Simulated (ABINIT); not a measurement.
# Tellurium (P3_121, 3 atoms a cell): G0W0 in ABINIT against the bands in the screening, part 2 of 2

Wanted: the cheapest bands in the screening that holds the gap of Tellurium (P3_121, 3 atoms a cell).

ABINIT 10.8.3; PBE and many-body steps on it, plane waves. Known limits of the many-body steps: not at the basis limit; model gap, bands may invert with spin-orbit coupling; exchange with frozen shells missing; screening runs away on this mesh; no spin-orbit coupling; coarse k mesh.

So far. Step 2 (Screening, 3×3×2 mesh, 32 bands, screening to 130.6 eV): Local fields lower ε∞ by 25 %. The value itself is an artefact of the mesh, where one narrow direct gap carries too much weight. Step 5 (41 bands): The gap on the mesh goes from 0.17 eV to 0.52 eV, a correction of +0.34 eV.

The database entry behind the starting cell differs from later determinations by our own check (inner coordinate of an old entry), so it need not match the best structure at ambient conditions.

### 6. Screening, 3×3×2 mesh, 100 bands, screening to 130.6 eV

This step: RPA screening on PBE, plane waves, norm-conserving pseudopotentials.

Input file run.abi:

```
acell 3*1.0 Angstrom
rprim 
  4.454000000025 -0.000000000006 0.000000000000
  -2.227000000008 3.857277148481 0.000000000000
  0.000000000000 0.000000000000 5.924000000000
ntypat 1
znucl 52
natom 3
typat 1 1 1
xred 
  0.269000000000 0.000000000000 0.333333333333
  0.000000000000 0.269000000000 0.666666666667
  0.731000000000 0.731000000000 -0.000000000000
pp_dirpath "pseudos"
pseudos "Te.upf"
ecut 34
ngkpt 3 3 2
nshiftk 1
shiftk 0 0 0
kptopt 1
chksymbreak 0
istwfk *1
occopt 1
irdwfk 1
optdriver 3
nband 100
ecuteps 4.8
inclvkb 2
awtr 1
symchi 1
indata_prefix "in"
outdata_prefix "out"
tmpdata_prefix "tmp"
```

Command:

```sh
> OMP_NUM_THREADS=1 mpirun -n 4 abinit run.abi > log
```

The log of the run:

```text
.Version 10.8.3 of ABINIT. v10.8.2 released Aug 2026.

 Symmetries : space group P3_1 2 1 (#152); Bravais hP (primitive hexag.)
[... echo of the input left out ...]
== DATASET  1 ==================================================================
-   mpi_nproc: 4, omp_nthreads: 1 (-1 if OMP is not activated)

--- !DatasetInfo
iteration_state: {dtset: 1, }
dimensions: {natom: 3, nkpt: 6, mband: 100, nsppol: 1, nspinor: 1, nspden: 1, mpw: 6557, }
cutoff_energies: {ecut:  34.0, pawecutdg:  -1.0, }
[...]
--------------------------------------------------------------------------------
[... chi0 elements left out ...]
 For q-point:  0.000010 0.000020 0.000030
  dielectric constant =   1.64845E+03
  dielectric constant without local fields =   2.09898E+03

  Average fulfillment of the sum rule on Im[epsilon] for q-point    1 :     54.47  [%]
[... wings left out ...]
  q-point number  2        q = ( 0.333333, 0.000000, 0.000000) [r.l.u.]
--------------------------------------------------------------------------------
[... chi0 elements left out ...]
  Average fulfillment of the sum rule on Im[epsilon] for q-point    2 :     62.31  [%]

 [... 4 further q-points ...]
```

Elapsed: 31 s, on 4 MPI ranks of Arm Neoverse V1, shared host; peak memory 0.91 GiB.

Numbers from this step:

* ε∞ with local fields, on this mesh, along the program's q direction: 1648
* the same without local fields: 2099
* plasma frequency: 25.50 eV
* plane waves in the screening matrix: 329

### 7. 100 bands

This step: G0W0 on PBE, plane waves, norm-conserving pseudopotentials.

Changes to run.abi since step 6:

```diff
@@ -24,8 +24,17 @@
 irdwfk 1
-optdriver 3
+optdriver 4
 nband 100
+gwcalctyp 0
+ecutsigx 34
+symsigma 1
+nkptgw 2
+kptgw 
+  0.3333333333 0.3333333333 0.5000000000
+  0.0000000000 0.0000000000 0.0000000000
+bdgw 
+  23 27
+  22 26
 ecuteps 4.8
-inclvkb 2
-awtr 1
-symchi 1
+irdscr 1
+ppmodel 1
 indata_prefix "in"
```

The log of the run:

```text
.Version 10.8.3 of ABINIT. v10.8.2 released Aug 2026.

 Symmetries : space group P3_1 2 1 (#152); Bravais hP (primitive hexag.)
[... echo of the input left out ...]
== DATASET  1 ==================================================================
-   mpi_nproc: 4, omp_nthreads: 1 (-1 if OMP is not activated)

--- !DatasetInfo
iteration_state: {dtset: 1, }
dimensions: {natom: 3, nkpt: 6, mband: 100, nsppol: 1, nspinor: 1, nspden: 1, mpw: 6557, }
cutoff_energies: {ecut:  34.0, pawecutdg:  -1.0, }
[...]
Band     E0 <VxcDFT>   SigX SigC(E0)      Z dSigC/dE  Sig(E)    E-E0       E
[...]
25   5.696 -12.128  -9.580  -2.805   0.782  -0.279 -12.329  -0.202   5.495
       26   5.696 -12.128  -9.580  -2.805   0.782  -0.279 -12.329  -0.202   5.495

== END DATASET(S) ==============================================================
================================================================================

 -outvars: echo values of variables after computation  --------
           etotal      0.0000000000E+00
            nband         100
             nkpt           6
          spgroup         152
 [... the other variables as echoed above ...]

 Calculation completed.
```

Run time: 12 s. Hardware: 4 MPI ranks; peak memory 0.85 GiB; 48 s of CPU time.

This step gave:

```yaml
g0w0_gap_on_the_points_computed: 0.4780 eV
starting_gap_on_the_mesh: 0.1739 eV
k_of_the_valence_top: 0.3333, 0.3333, 0.5
k_of_the_conduction_bottom: 0.3333, 0.3333, 0.5
least_direct_g0w0_gap_on_the_computed_points: 0.4780 eV
```

Against the run before, the gap moves by −0.038 eV.

### 8. Screening, 3×3×2 mesh, 201 bands, screening to 130.6 eV

This step: RPA screening on PBE, plane waves, norm-conserving pseudopotentials.

Changes to run.abi since step 7:

```diff
@@ -24,17 +24,8 @@
 irdwfk 1
-optdriver 4
-nband 100
-gwcalctyp 0
-ecutsigx 34
-symsigma 1
-nkptgw 2
-kptgw 
-  0.3333333333 0.3333333333 0.5000000000
-  0.0000000000 0.0000000000 0.0000000000
-bdgw 
-  23 27
-  22 26
+optdriver 3
+nband 201
 ecuteps 4.8
-irdscr 1
-ppmodel 1
+inclvkb 2
+awtr 1
+symchi 1
 indata_prefix "in"
```

The log of the run:

```text
.Version 10.8.3 of ABINIT. v10.8.2 released Aug 2026.

 Symmetries : space group P3_1 2 1 (#152); Bravais hP (primitive hexag.)
[... echo of the input left out ...]
== DATASET  1 ==================================================================
-   mpi_nproc: 4, omp_nthreads: 1 (-1 if OMP is not activated)

--- !DatasetInfo
iteration_state: {dtset: 1, }
dimensions: {natom: 3, nkpt: 6, mband: 201, nsppol: 1, nspinor: 1, nspden: 1, mpw: 6557, }
cutoff_energies: {ecut:  34.0, pawecutdg:  -1.0, }
[...]
--------------------------------------------------------------------------------
[... chi0 elements left out ...]
 For q-point:  0.000010 0.000020 0.000030
  dielectric constant =   1.65776E+03
  dielectric constant without local fields =   2.09901E+03

  Average fulfillment of the sum rule on Im[epsilon] for q-point    1 :     85.93  [%]
[... wings left out ...]
  q-point number  2        q = ( 0.333333, 0.000000, 0.000000) [r.l.u.]
--------------------------------------------------------------------------------
[... chi0 elements left out ...]
  Average fulfillment of the sum rule on Im[epsilon] for q-point    2 :     95.69  [%]

 [... 4 further q-points ...]
```

The job ended after 67 s (4 MPI ranks; peak memory 1.3 GiB; 4.5 min of CPU time).

This step gave:

```
ε∞ with local fields, on this mesh, along the program's q direction : 1658
the same without local fields                                       : 2099
plasma frequency                                                    : 25.50 eV
plane waves in the screening matrix                                 : 329
```

### 9. 201 bands

This step: G0W0 on PBE, plane waves, norm-conserving pseudopotentials.

Changes to run.abi since step 8:

```diff
@@ -24,8 +24,17 @@
 irdwfk 1
-optdriver 3
-nband 201
+optdriver 4
+nband 100
+gwcalctyp 0
+ecutsigx 34
+symsigma 1
+nkptgw 2
+kptgw 
+  0.3333333333 0.3333333333 0.5000000000
+  0.0000000000 0.0000000000 0.0000000000
+bdgw 
+  23 27
+  22 26
 ecuteps 4.8
-inclvkb 2
-awtr 1
-symchi 1
+irdscr 1
+ppmodel 1
 indata_prefix "in"
```

The log of the run:

```text
.Version 10.8.3 of ABINIT. v10.8.2 released Aug 2026.

 Symmetries : space group P3_1 2 1 (#152); Bravais hP (primitive hexag.)
[... echo of the input left out ...]
== DATASET  1 ==================================================================
-   mpi_nproc: 4, omp_nthreads: 1 (-1 if OMP is not activated)

--- !DatasetInfo
iteration_state: {dtset: 1, }
dimensions: {natom: 3, nkpt: 6, mband: 100, nsppol: 1, nspinor: 1, nspden: 1, mpw: 6557, }
cutoff_energies: {ecut:  34.0, pawecutdg:  -1.0, }
[...]
Band     E0 <VxcDFT>   SigX SigC(E0)      Z dSigC/dE  Sig(E)    E-E0       E
[...]
25   5.696 -12.128  -9.580  -2.864   0.784  -0.276 -12.376  -0.249   5.448
       26   5.696 -12.128  -9.580  -2.864   0.784  -0.276 -12.376  -0.249   5.448

== END DATASET(S) ==============================================================
================================================================================

 -outvars: echo values of variables after computation  --------
           etotal      0.0000000000E+00
            nband         100
             nkpt           6
          spgroup         152
 [... the other variables as echoed above ...]

 Calculation completed.
```

Wall time 12 s (4 MPI ranks); peak memory 0.85 GiB; 48 s of CPU time.

This step gave:

* G0W0 gap on the points computed: 0.4830 eV
* starting gap on the mesh: 0.1739 eV
* k of the valence top: 0.3333, 0.3333, 0.5
* k of the conduction bottom: 0.3333, 0.3333, 0.5
* least direct G0W0 gap on the computed points: 0.4830 eV

Against the run before, the gap moves by +0.005 eV.

### 10. Side by side

Times are wall times on 4 MPI ranks of Arm Neoverse V1, shared host, good to a factor of about two. A run's time includes the screening step that it read.

| run | mesh | bands | screening cutoff (eV) | DFT gap (eV) | gap on the mesh (eV) | direct (eV) | ε∞ used | time |
| --- | --- | --- | --- | --- | --- | --- | --- | --- |
| 32 bands | 3×3×2 | 100 | 130.6 | 0.174 | 0.571 | 0.571 | 1578.52 | 17 s |
| 41 bands | 3×3×2 | 100 | 130.6 | 0.174 | 0.516 | 0.516 | 1604.50 | 21 s |
| 100 bands | 3×3×2 | 100 | 130.6 | 0.174 | 0.478 | 0.478 | 1648.45 | 43 s |
| 201 bands | 3×3×2 | 100 | 130.6 | 0.174 | 0.483 | 0.483 | 1657.76 | 79 s |

### 11. What came out

```yaml
32_bands: 0.571 eV
41_bands: 0.516 eV
100_bands: 0.478 eV
201_bands: 0.483 eV
known_limits: not at the basis limit; model gap, bands may invert with spin-orbit coupling; exchange with frozen shells missing; screening runs away on this mesh; no spin-orbit coupling; coarse k mesh
```

What this shows: The setting moved: bands in the screening. From 32 bands to 201 bands the gap moves by −0.09 eV, for 4.6 times the time. It holds to 0.03 eV from 100 bands on. Bands and screening cutoff are coupled, so a series along one setting does not show full convergence. Bands and cutoff are finite, so the gap is not at the basis limit. The miss can reach some tenths of an eV and take either sign; the mesh is an error of its own. In the G0W0 runs levels were corrected at 2 k points alone, so a gap called «on the mesh» is the least over those, and an edge elsewhere would be missed. The 3×3×2 mesh is coarse for this cell, which bears on the long-range parts of exchange and screening. With atoms this heavy and so narrow a gap, spin-orbit coupling can invert the bands. These scalar-relativistic gaps are then model values, not to be set against experiment, and a spin-orbit change taken from DFT can't simply be added. The norm-conserving file of at least one element keeps a d shell over frozen s and p shells of the same row. Exchange with those shells is missing from the self-energy, an error of 0.3 to 0.9 eV in cases checked, whose sign depends on which edge lies on those atoms. For the PBE start: On this mesh the RPA ε∞ passes 90, more than nearly any semiconductor shows; a coarse mesh does this where one point with a narrow direct gap carries much weight. The screening is then too strong, and the G0W0 gap should not be taken as the material's.

[Paths, hosts, dates, memory and timing lines, banners, echoed tables and standing remarks are left out of the program output.]

[Logs are printed without paths, hosts, clocks, repeated set-up lines and the standing remarks that a program may print on its own settings, such as how far it seeks lower states.]

[Runs of the session that timed out or met a known fault of the program may be left out.]

[Hosts, paths, dates, database ids (printed as entryN), source tags and the programs' standing remarks are cut or masked in the printed files.]

[G0W0 gaps are taken among the corrected bands and points alone; a level outside them can change the order at an edge.]

[Where Ansatz stands beside ABINIT at settings called matched, ABINIT's density can come from a denser mesh and the files from another edition; pairs whose starting gaps differed by over 0.03 eV were left out, so agreement reads better than it is.]
